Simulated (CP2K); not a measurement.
Consider oxazole at its PBE geometry (Å).

```xyz
8

C    -0.8468   -0.5377    0.2431
C    -0.6828    0.7443   -0.1833
O     0.6680    0.9654   -0.3659
C     1.2421   -0.2358   -0.0260
N     0.4005   -1.1575    0.3409
H    -1.7641   -1.0621    0.4863
H    -1.3397    1.5773   -0.3970
H     2.3226   -0.2939   -0.0981
```

Method: CP2K XAS_TDP, all-electron GAPW, PBEh(45%), aug-cc-pVDZ, TDA, GW2X-corrected core level, no relativity.

Where do the O K-edge lines lie, and how strong are they?

Leading lines: O3 535.23 eV. The leading line of an atom is its first one with 35 % of the strongest within 2.5 eV of its lowest line over the strength cut. Core ionisation energies at this level: O3 540.05 eV.

The first six lines of each atom with a strength over 0.0015:

| atom | energy (eV) | states | strength, one atom | above the computed threshold |
| --- | --- | --- | --- | --- |
| O3 (bonded to 2 C) | 535.23 | 1 | 0.0291 |  |
|  | 538.81 | 2 | 0.0157 |  |
|  | 539.05 | 1 | 0.0066 |  |
|  | 539.44 | 1 | 0.0329 |  |
|  | 539.46 | 1 | 0.0024 |  |
|  | 540.77 | 1 | 0.0061 | yes |

Lines are vertical, at one geometry, with no vibrational structure. GW2X ionisation energies and lines can be off by 1 to 2 eV either way, and a good line position may hide errors that cancel. These values hold no scalar relativity, about 0.4 eV for O 1s. Rydberg lines, and the discretised continuum above threshold, depend on the basis and the box.

[Banner, clock and machine lines of the logs are left out without a mark of their own.]

[Logs are printed without paths, hosts, clocks, repeated set-up lines and the standing remarks that a program may print on its own settings, such as how far it seeks lower states.]

[Hosts, paths, dates, database ids (printed as entryN), source tags and the programs' standing remarks are cut or masked in the printed files.]
